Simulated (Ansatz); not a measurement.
## How fast states decay through LaAgSeO

Aim: relax a made-up compound, LaAgSeO, and see how good a tunnel barrier it would be. It is built by putting Se for part of the O in the LaAgO2 structure of space group P6_3/mmc, with the volume rescaled by atomic radii. The parent structure comes from the Materials Project.

Method: PBE DFT, plane waves, PAW files, in the first sound run; inputs show where later runs differ, in Ansatz 0.2.0.

The structure was built from a prototype and need not be the compound's stable phase.

**1. Starting point**

Symmetry: P6_3mc, No. 186, hexagonal system. The conventional cell has a = 4.014 Å, b = 4.014 Å, c = 12.916 Å, α = 90.00°, β = 90.00°, γ = 120.00°. Nearest to La lie 3 Se at 2.56 Å and 3 O at 2.56 Å. Nearest to Ag lie 1 Se at 2.14 Å and 1 O at 2.14 Å. Nearest to Se lie 1 Ag at 2.14 Å and 3 La at 2.56 Å. Nearest to O lie 1 Ag at 2.14 Å and 3 La at 2.56 Å. It derives from LaAgO2. Se for part of the O in the LaAgO2 structure of space group P6_3/mmc. Farther neighbours and most contacts between anions are not listed.

**2. Relaxing the new crystal**

The substituted atoms don't fit the parent's cell, so cell and atoms relax together. A small smearing keeps the run stable in case the gap closes on the way.

Input file input.yaml:

```yaml
crystal:
  lattice:
    - [4.0137361043, 0.0, 0.0]
    - [-2.0068680521, 3.4759974304, 0.0]
    - [0.0, 0.0, 12.9160009641]
  atoms:
    - { symbol: La, position: [0.0, 0.0, 0.0] }
    - { symbol: La, position: [0.0, 0.0, 0.5] }
    - { symbol: Ag, position: [0.3333333333, 0.6666666667, 0.25] }
    - { symbol: Ag, position: [0.6666666667, 0.3333333333, 0.75] }
    - { symbol: Se, position: [0.3333333333, 0.6666666667, 0.08416111] }
    - { symbol: O, position: [0.3333333333, 0.6666666667, 0.41583889] }
    - { symbol: Se, position: [0.6666666667, 0.3333333333, 0.58416111] }
    - { symbol: O, position: [0.6666666667, 0.3333333333, 0.91583889] }
kpoints:
  mp_grid: { grid: [6, 6, 2] }
scf:
  occupations: { method: gaussian, width: 0.03 }
hamiltonian:
  xc: pbe
output:
  forces: true
  stress: true
relax:
  f_tol: 0.02
  max_steps: 60
  cell: {}
```

The run is started by

```bash
> ansatz run input.yaml --threads 2 --pin off --max-ram 4096MiB --backend cpu --events-out ev --progress --plain --runs-dir out
```

Numbers of over 12 decimals in the logs are rounded to 6 here.

The program printed:

```text
Engine: ansatz 0.2.0, aarch64-unknown-linux-gnu
Pseudopotentials: kind: paw
Pseudopotential: La, paw, valence charge 11, recommended cutoff 420 eV (normal), La.paw.azcp
Pseudopotential: Ag, paw, valence charge 19, recommended cutoff 420 eV (normal), Ag.paw.azcp
Pseudopotential: Se, paw, valence charge 16, recommended cutoff 420 eV (normal), Se.paw.azcp
Pseudopotential: O, paw, valence charge 6, recommended cutoff 420 eV (normal), O.paw.azcp
Functional definition: PBE
  parameter kappa = 0.804
  parameter beta = 0.066725
  exchange = pbe_x(kappa = kappa, mu = beta*pi^2/3)
  correlation = pbe_c(beta = beta)
Crystal: 8 atoms, lattice volume = 180.201 Å³
Basis set: ecut = 420 eV, 3547 PW (Γ), exchange–correlation on 54×54×180 points (8 copies of the dense FFT grid, shifted against one another)
Bands: 63, of which v1, the nominal top of the filled ones, is band 52 counted from 1 (51 counted from 0)
Symmetry: 12 space group operations
Space group: P63mc (ITA 186), of the structure as read, at distance tolerance 5.6e-5 Å
k-points: 14 of 72
Non-local potential: La, projectors of the file, l = 0: 3, l = 1: 2, l = 2: 2, l = 3: 3
Non-local potential: Ag, projectors of the file, l = 0: 3, l = 1: 2, l = 2: 2, l = 3: 1
Non-local potential: Se, projectors of the file, l = 0: 2, l = 1: 2, l = 2: 3, l = 3: 1
Non-local potential: O, projectors of the file, l = 0: 2, l = 1: 2, l = 2: 1
PAW form: soft (Blöchl's): semilocal exchange-correlation on the pseudo side does not see the compensation charge
PAW one-centre angular grid: La, 590 points (default); XC on 64 Gauss nodes
PAW one-centre angular grid: Ag, 590 points (default); XC on 64 Gauss nodes
PAW one-centre angular grid: Se, 590 points (default); XC on 64 Gauss nodes
PAW one-centre angular grid: O, 110 points (default); XC on 64 Gauss nodes
Initial density: superposition of atomic densities (neutral atoms: chi_scale 0, normalization atom), corrected by the library's trained network
Initial wavefunctions: pseudopotential atomic-orbital guess
Functional: x = pbe(κ = 0.804, μ = 0.219515), c = pbe(β = 0.066725)
SCF iter   1: F=—  HF=-39756.714848 eV  |F-HF|=—  |Δ(HF+E_count)|=         —  Δρ=3.08e-3  dr2=3.32e-2  ethr=1.77e-3  ⟨swp⟩=6.9  Hψ=3419  notcnv=0  defer=8
preconditioner: auto → Resta (q_TF=auto, 2.489 Å⁻¹)  ε∞=5.7  [insulator: Δε(μ)=2.454 eV  Ē_g=10.189 eV  σ=0.030 eV  W_gap=1.00  n_scr=52 (ndim 8)  ℏωp=22.1 eV  f_vac=0.120  D(μ)=0.00/eV (n_scr^D=0)  ε∞_Penn≈5.7]
SCF iter   2: F=—  HF=-39756.713153 eV  |F-HF|=—  |Δ(HF+E_count)|=   1.70e-3  Δρ=1.47e-3  dr2=5.16e-3  ethr=3.19e-5  ⟨swp⟩=3.6  Hψ=1901  notcnv=0  defer=65
SCF iter   3: F=—  HF=-39756.713926 eV  |F-HF|=—  |Δ(HF+E_count)|=   7.74e-4  Δρ=5.28e-4  dr2=7.29e-4  ethr=4.96e-6  ⟨swp⟩=2.6  Hψ=1406  notcnv=0  defer=65
SCF iter   4: F=—  HF=-39756.714238 eV  |F-HF|=—  |Δ(HF+E_count)|=   3.12e-4  Δρ=4.82e-4  dr2=4.38e-4  ethr=7.01e-7  ⟨swp⟩=2.0  Hψ=1341  notcnv=0  defer=65
SCF iter   5: F=—  HF=-39756.714232 eV  |F-HF|=—  |Δ(HF+E_count)|=   6.03e-6  Δρ=1.29e-4  dr2=5.62e-5  ethr=4.21e-7  ⟨swp⟩=2.0  Hψ=1264  notcnv=0  defer=65
SCF iter   6: F=—  HF=-39756.714411 eV  |F-HF|=—  |Δ(HF+E_count)|=   1.79e-4  Δρ=6.58e-5  dr2=1.04e-5  ethr=5.40e-8  ⟨swp⟩=2.0  Hψ=1312  notcnv=0  defer=65
SCF iter   7: F=—  HF=-39756.714416 eV  |F-HF|=—  |Δ(HF+E_count)|=   4.95e-6  Δρ=2.16e-5  dr2=1.01e-6  ethr=1.00e-8  ⟨swp⟩=2.1  Hψ=1262  notcnv=0  defer=65
SCF iter   8: F=-39756.714417 eV  HF=-39756.714417 eV  |F-HF|=4.76e-8  |Δ(HF+E_count)|=   1.03e-6  Δρ=4.37e-6  dr2=5.14e-8  ethr=9.62e-11  ⟨swp⟩=3.5  Hψ=3866  notcnv=0
SCF 1 converged in 8 iterations: F = -39756.714417 eV  dr2 = 5.14e-8
  greatest PAW one-centre occupation: 1.000 electrons in one spin orbital (limit 2), on the Ag atom at site 3 (counted from 0), in its partial waves of l = 0
relax step   1: F+E_penalty+E_count = -39756.71441691 eV  Δ(F+E_penalty+E_count) = +0.000e0 eV  max|allowed force component| = 6.230e0 eV/Å  Δτ_max = 0.0000 Å  P = +22.304 GPa  Ω = 180.201 Å³  (8 SCF iters, dr2 threshold 1.00e-7 eV, accepted)
Crystal: 8 atoms, lattice volume = 193.339 Å³
Basis set: ecut = 420 eV, 3753 PW (Γ), exchange–correlation on 54×54×180 points (8 copies of the dense FFT grid, shifted against one another)
Initial density: handed on by an earlier stage of this run
Initial wavefunctions: those handed on with the density
iter 1 solved again at ethr=1.17e-3 eV; its pass at ethr=3.10e-3 eV (dr2=1.22e0 eV) is discarded
SCF iter   1: F=—  HF=-39761.173160 eV  |F-HF|=—  |Δ(HF+E_count)|=         —  Δρ=1.79e-2  dr2=1.23e0  ethr=1.17e-3  ⟨swp⟩=1.4  Hψ=5368  notcnv=0
preconditioner: auto → Resta (q_TF=auto, 2.460 Å⁻¹)  ε∞=5.4  [insulator: Δε(μ)=2.143 eV  Ē_g=10.234 eV  σ=0.030 eV  W_gap=1.00  n_scr=52 (ndim 8)  ℏωp=21.4 eV  f_vac=0.141  D(μ)=0.00/eV (n_scr^D=0)  ε∞_Penn≈5.4]
SCF iter   2: F=—  HF=-39760.927255 eV  |F-HF|=—  |Δ(HF+E_count)|=   2.46e-1  Δρ=8.60e-3  dr2=2.35e-1  ethr=1.17e-3  ⟨swp⟩=5.3  Hψ=1633  notcnv=0
SCF iter   3: F=—  HF=-39760.880063 eV  |F-HF|=—  |Δ(HF+E_count)|=   4.72e-2  Δρ=5.01e-3  dr2=6.04e-2  ethr=2.26e-4  ⟨swp⟩=3.2  Hψ=1742  notcnv=0  defer=75
SCF iter   4: F=—  HF=-39760.869254 eV  |F-HF|=—  |Δ(HF+E_count)|=   1.08e-2  Δρ=1.45e-3  dr2=4.41e-3  ethr=5.81e-5  ⟨swp⟩=3.3  Hψ=1548  notcnv=0  defer=75
SCF iter   5: F=—  HF=-39760.868823 eV  |F-HF|=—  |Δ(HF+E_count)|=   4.31e-4  Δρ=5.57e-4  dr2=7.06e-4  ethr=4.24e-6  ⟨swp⟩=2.4  Hψ=1380  notcnv=0  defer=75
SCF iter   6: F=—  HF=-39760.868893 eV  |F-HF|=—  |Δ(HF+E_count)|=   7.01e-5  Δρ=1.72e-4  dr2=7.08e-5  ethr=6.79e-7  ⟨swp⟩=2.0  Hψ=1294  notcnv=0  defer=75
SCF iter   7: F=—  HF=-39760.868943 eV  |F-HF|=—  |Δ(HF+E_count)|=   4.94e-5  Δρ=6.54e-5  dr2=1.20e-5  ethr=6.81e-8  ⟨swp⟩=2.0  Hψ=1455  notcnv=0  defer=75
SCF iter   8: F=—  HF=-39760.868943 eV  |F-HF|=—  |Δ(HF+E_count)|=   3.69e-7  Δρ=2.45e-5  dr2=1.55e-6  ethr=1.16e-8  ⟨swp⟩=2.0  Hψ=1455  notcnv=0  defer=75
SCF iter   9: F=-39760.868945 eV  HF=-39760.868945 eV  |F-HF|=1.88e-7  |Δ(HF+E_count)|=   2.26e-6  Δρ=7.95e-6  dr2=1.10e-7  ethr=7.69e-10  ⟨swp⟩=4.5  Hψ=3156  notcnv=0
SCF 2 converged in 9 iterations: F = -39760.868945 eV  dr2 = 1.10e-7
relax step   2: F+E_penalty+E_count = -39760.86894546 eV  Δ(F+E_penalty+E_count) = -4.155e0 eV  max|allowed force component| = 3.262e0 eV/Å  Δτ_max = 0.1957 Å  P = +9.346 GPa  Ω = 193.339 Å³  energy of the carried Pulay correction = -1.251e-2 eV  (9 SCF iters, dr2 threshold 8.00e-7 eV, accepted)
Crystal: 8 atoms, lattice volume = 197.645 Å³
Basis set: ecut = 420 eV, 3849 PW (Γ), exchange–correlation on 54×54×180 points (8 copies of the dense FFT grid, shifted against one another)
[...]
SCF iter   7: F=—  HF=-39762.431989 eV  |F-HF|=—  |Δ(HF+E_count)|=   4.79e-5  Δρ=6.15e-5  dr2=1.07e-5  ethr=4.55e-8  ⟨swp⟩=2.0  Hψ=1496  notcnv=0  defer=86
SCF iter   8: F=—  HF=-39762.431992 eV  |F-HF|=—  |Δ(HF+E_count)|=   3.00e-6  Δρ=1.52e-5  dr2=1.04e-6  ethr=1.03e-8  ⟨swp⟩=2.0  Hψ=1243  notcnv=0  defer=86
SCF iter   9: F=-39762.431992 eV  HF=-39762.431993 eV  |F-HF|=3.12e-7  |Δ(HF+E_count)|=   6.23e-7  Δρ=7.56e-6  dr2=1.46e-7  ethr=7.69e-10  ⟨swp⟩=5.0  Hψ=3791  notcnv=0
SCF 3 converged in 9 iterations: F = -39762.431992 eV  dr2 = 1.46e-7
relax step   3: F+E_penalty+E_count = -39762.43199232 eV  Δ(F+E_penalty+E_count) = -1.563e0 eV  max|allowed force component| = 5.442e-1 eV/Å  Δτ_max = 0.1947 Å  P = +3.553 GPa  Ω = 197.645 Å³  energy of the carried Pulay correction = -1.641e-2 eV  (9 SCF iters, dr2 threshold 8.00e-7 eV, accepted)
[... from here on, the SCF cycles and remarks between the steps are left out ...]
relax step   4: F+E_penalty+E_count = -39762.55145461 eV  Δ(F+E_penalty+E_count) = -1.195e-1 eV  max|allowed force component| = 3.098e-1 eV/Å  Δτ_max = 0.0367 Å  P = -1.350 GPa  Ω = 207.872 Å³  energy of the carried Pulay correction = -2.535e-2 eV  (8 SCF iters, dr2 threshold 8.00e-7 eV, accepted)
relax step   5: F+E_penalty+E_count = -39762.58795831 eV  Δ(F+E_penalty+E_count) = -3.650e-2 eV  max|allowed force component| = 4.907e-2 eV/Å  Δτ_max = 0.0190 Å  P = -0.114 GPa  Ω = 205.091 Å³  energy of the carried Pulay correction = -2.297e-2 eV  (7 SCF iters, dr2 threshold 8.00e-7 eV, accepted)
relax step   6: F+E_penalty+E_count = -39762.58859845 eV  Δ(F+E_penalty+E_count) = -6.401e-4 eV  max|allowed force component| = 8.126e-3 eV/Å  Δτ_max = 0.0035 Å  P = -0.037 GPa  Ω = 204.848 Å³  energy of the carried Pulay correction = -2.276e-2 eV  (6 SCF iters, dr2 threshold 1.50e-7 eV, accepted)
relax step   7: F+E_penalty+E_count = -39762.58880899 eV  Δ(F+E_penalty+E_count) = -2.105e-4 eV  max|allowed force component| = 5.857e-3 eV/Å  Δτ_max = 0.0008 Å  P = +0.007 GPa  Ω = 204.677 Å³  energy of the carried Pulay correction = -2.261e-2 eV  (6 SCF iters, dr2 threshold 9.19e-9 eV, accepted)
relax step   8: F+E_penalty+E_count = -39762.64126107 eV  Δ(F+E_penalty+E_count) = -5.245e-2 eV  max|allowed force component| = 6.065e-3 eV/Å  Δτ_max = 0.0000 Å  P = +0.355 GPa  Ω = 204.677 Å³  stress off target by 6.42e-1 GPa  SCF on the basis re-selected at this cell (its energy is not comparable with the rows above)  (9 SCF iters)
relax step   9: F+E_penalty+E_count = -39762.64238525 eV  Δ(F+E_penalty+E_count) = -1.124e-3 eV  max|allowed force component| = 9.460e-3 eV/Å  Δτ_max = 0.0039 Å  P = +0.039 GPa  Ω = 205.554 Å³  energy of the carried Pulay correction = -7.355e-4 eV  (6 SCF iters, dr2 threshold 8.00e-7 eV, accepted)
relax step  10: F+E_penalty+E_count = -39762.64232348 eV  Δ(F+E_penalty+E_count) = +6.177e-5 eV  max|allowed force component| = 1.172e-3 eV/Å  Δτ_max = 0.0008 Å  P = +0.001 GPa  Ω = 205.667 Å³  energy of the carried Pulay correction = -8.327e-4 eV  (6 SCF iters, dr2 threshold 1.39e-8 eV, accepted)
iter 1 solved again at ethr=6.13e-7 eV; its pass at ethr=3.10e-3 eV (dr2=6.37e-4 eV) is discarded
SCF iter   1: F=—  HF=-39762.642133 eV  |F-HF|=—  |Δ(HF+E_count)|=         —  Δρ=1.40e-4  dr2=1.21e-6  ethr=6.13e-7  ⟨swp⟩=3.2  Hψ=5685  notcnv=0
eigensolver tolerance schedule: the retry pair's looser diagonalisation over-reported the residual by 527.49 of it (diagonalisation noise at 0.12 of the residual, at the tolerance the schedule requests for it); recorded, not acted on — ethr = c·dr2/N_el stays at c = 1.0e-1
preconditioner: auto → Resta (q_TF=auto, 2.435 Å⁻¹)  ε∞=5.7  [insulator: Δε(μ)=1.179 eV  Ē_g=9.559 eV  σ=0.030 eV  W_gap=1.00  n_scr=52 (ndim 8)  ℏωp=20.7 eV  f_vac=0.114  D(μ)=0.00/eV (n_scr^D=0)  ε∞_Penn≈5.7]
SCF iter   2: F=—  HF=-39762.642973 eV  |F-HF|=—  |Δ(HF+E_count)|=   8.40e-4  Δρ=7.07e-5  dr2=4.43e-7  ethr=1.16e-9  ⟨swp⟩=3.0  Hψ=1675  notcnv=0
SCF iter   3: F=—  HF=-39762.643197 eV  |F-HF|=—  |Δ(HF+E_count)|=   2.25e-4  Δρ=3.08e-5  dr2=8.07e-8  ethr=4.26e-10  ⟨swp⟩=2.0  Hψ=1322  notcnv=0
SCF iter   4: F=—  HF=-39762.643249 eV  |F-HF|=—  |Δ(HF+E_count)|=   5.12e-5  Δρ=1.54e-6  dr2=1.68e-9  ethr=7.76e-11  ⟨swp⟩=2.0  Hψ=1380  notcnv=0
SCF iter   5: F=—  HF=-39762.643249 eV  |F-HF|=—  |Δ(HF+E_count)|=   7.83e-8  Δρ=4.60e-7  dr2=6.87e-10  ethr=1.62e-12  ⟨swp⟩=2.1  Hψ=1604  notcnv=0
SCF iter   6: F=—  HF=-39762.643249 eV  |F-HF|=—  |Δ(HF+E_count)|=   1.16e-9  Δρ=3.19e-7  dr2=2.56e-10  ethr=1.00e-12  ⟨swp⟩=2.0  Hψ=1187  notcnv=0
SCF iter   7: F=-39762.643249 eV  HF=-39762.643249 eV  |F-HF|=1.46e-11  |Δ(HF+E_count)|=  1.60e-10  Δρ=1.26e-7  dr2=2.70e-11  ethr=1.00e-12  ⟨swp⟩=4.1  Hψ=3426  notcnv=0
SCF 11 converged in 7 iterations: F = -39762.643249 eV  dr2 = 2.70e-11
relax step  11: F+E_penalty+E_count = -39762.64324860 eV  Δ(F+E_penalty+E_count) = -9.251e-4 eV  max|allowed force component| = 1.118e-3 eV/Å  Δτ_max = 0.0000 Å  P = +0.001 GPa  Ω = 205.667 Å³  stress off target by 7.91e-3 GPa  SCF on the basis re-selected at this cell (its energy is not comparable with the rows above)  (7 SCF iters)
basis re-selected at this cell: Δ(F+E_penalty+E_count) = -9.251e-4 eV, ΔP = +0.000 GPa vs the last step (what re-selecting the basis moved, of the pressure what is left beyond the Pulay correction that the steps carried, after the strain that the cell walked since its last selection, with what the two solves' SCF thresholds leave and, on support functions, any second-order correction that the steps lacked; it is no m [...]
SCF converged after 7 iterations
Free energy (F): -39762.643249 eV
Harris-Foulkes:  -39762.643249 eV  (|F-HF|=1.46e-11)
Internal energy: -39762.643249 eV  (E = F + TS)
E sigma→0 (E₀):  -39762.643249 eV
Fermi energy:    8.423398 eV
--- Per-component energies (eV) ---
  E_band       = -1683.139103
  E_kinetic    = 2024.671058
  E_local      = -13739.063533  (includes V_loc(G=0)·N_el)
  E_nonlocal   = -741.186234
  E_hartree    = 6253.458064
  E_xc         = -1003.253038
  E_vxc        = -1147.578339  (∫ρ·V_xc dr)
  E_paw        = -22777.994944  (= ΣΔE_a)
  E_vpaw       = -586.902540  (= ΣTr[D̂ρ^β])
  E_aug_tail   = 0.004209  (compensation charges beyond the density's cutoff)
  E_ewald      = -9779.278832
  E_smearing   = -0.000000  (= −TS)
  E_closure    = 0.000000  (closes the sum)
  Σ components = -39762.643249   (vs F -39762.643249, Δ=0.00e0)
--- Forces (eV/Å), atoms counted from 1 ---
  atom   1  La    -0.00000000    -0.00000000    -0.00028425
  atom   2  La     0.00000000     0.00000000    -0.00028425
  atom   3  Ag     0.00000000     0.00000000    -0.00112002
  atom   4  Ag    -0.00000000    -0.00000000    -0.00112002
  atom   5  Se     0.00000000     0.00000000     0.00078222
  atom   6  O     -0.00000000    -0.00000000     0.00061523
  atom   7  Se    -0.00000000    -0.00000000     0.00078222
  atom   8  O      0.00000000     0.00000000     0.00061523
  max |Σ_I F_I| component: 1.36e-5 eV/Å
--- Stress (GPa, compression-positive) ---
       -0.001926      -0.000000      -0.000000
       -0.000000      -0.001926      -0.000000
       -0.000000      -0.000000       0.007906
  P = ⅓ Tr σ = 0.0014 GPa (0.014 kbar)
--- Relaxed structure (9 steps of the walk, 9 accepted, 2 SCFs on fresh bases) ---
  F+E_penalty+E_count = -39762.64324860 eV   max|allowed force component| = 1.118e-3 eV/Å   (the final SCF, on the basis selected at the relaxed cell)
  cell:  # Å, volume = 205.6674 Å³
    - [4.084210, -2.9374469892025904e-11, 0]
    - [-2.042105, 3.537029, 0]
    - [0, 0, 14.237011]
  atoms:
    - { symbol: La, position: [0, 0, -0.031708] }
    - { symbol: La, position: [0, 0, 0.468292] }
    - { symbol: Ag, position: [0.333333, 0.666667, 0.267920] }
    - { symbol: Ag, position: [0.666667, 0.333333, 0.767920] }
    - { symbol: Se, position: [0.333333, 0.666667, 0.097934] }
    - { symbol: O, position: [0.333333, 0.666667, 0.415853] }
    - { symbol: Se, position: [0.666667, 0.333333, 0.597934] }
    - { symbol: O, position: [0.666667, 0.333333, 0.915853] }
```

Wall time 67 s (2 threads of Arm Neoverse V2, shared host); peak memory 0.56 GiB; 2.2 min of CPU time.

The steps of the relaxation:

```tsv
step	energy less that of the first step (eV)	largest force component (eV/Å)	pressure (GPa)	volume (Å³)
1	0.0000	6.2301	22.30	180.20
2	-4.1545	3.2624	9.35	193.34
3	-5.7176	0.5442	3.55	197.64
4	-5.8370	0.3098	-1.35	207.87
5	-5.8735	0.0491	-0.11	205.09
6	-5.8742	0.0081	-0.04	204.85
7	-5.8744	0.0059	0.01	204.68
8*	-5.9268	0.0061	0.36	204.68
9	-5.9280	0.0095	0.04	205.55
10	-5.9279	0.0012	0.00	205.67
11*	-5.9288	0.0011	0.00	205.67
```

Relaxation steps marked * repeat the geometry before them on a plane-wave basis chosen anew for their cell, so energy and pressure can jump there.

The run keeps the 12 symmetry operations that it works with, so distortions that break them were not tested.

```tsv
conventional cell, symmetrised	before	after	change
a (Å)	4.014	4.084	+1.8 %
b (Å)	4.014	4.084	+1.8 %
c (Å)	12.916	14.237	+10.2 %
volume (Å³/atom)	22.53	25.71	+14.1 %
```

The atoms that moved most (Å, as changes of fractional coordinates times the final cell):

```tsv
atom	dx	dy	dz	length
La2	0.000	0.000	-0.451	0.451
La1	0.000	0.000	-0.451	0.451
Ag4	0.000	0.000	0.255	0.255
Ag3	0.000	0.000	0.255	0.255
Se7	0.000	0.000	0.196	0.196
Se5	0.000	0.000	0.196	0.196
```

The relaxed structure:

```cif
data_structure
_symmetry_space_group_name_H-M 'P 1'
_symmetry_Int_Tables_number 1
_cell_length_a 4.0842
_cell_length_b 4.0842
_cell_length_c 14.2370
_cell_angle_alpha 90.000
_cell_angle_beta 90.000
_cell_angle_gamma 120.000
_cell_volume 205.67
loop_
_atom_site_label
_atom_site_type_symbol
_atom_site_fract_x
_atom_site_fract_y
_atom_site_fract_z
_atom_site_occupancy
La1 La 0.00000 0.00000 0.96829 1
La2 La 0.00000 0.00000 0.46829 1
Ag3 Ag 0.33333 0.66667 0.26792 1
Ag4 Ag 0.66667 0.33333 0.76792 1
Se5 Se 0.33333 0.66667 0.09793 1
O6 O 0.33333 0.66667 0.41585 1
Se7 Se 0.66667 0.33333 0.59793 1
O8 O 0.66667 0.33333 0.91585 1
```

This step gave:

```yaml
free_energy: -39762.6432 eV
fermi_energy: 8.423 eV
pressure: 0.001352 GPa
```

The largest force component on a free atom ends at 0.0011 eV/Å.

(Continued in part 2 of 3.)

[Logs are printed without paths, hosts, clocks, repeated set-up lines and the standing remarks that a program may print on its own settings, such as how far it seeks lower states.]

[Hosts, paths, dates, database ids (printed as entryN), source tags and the programs' standing remarks are cut or masked in the printed files.]
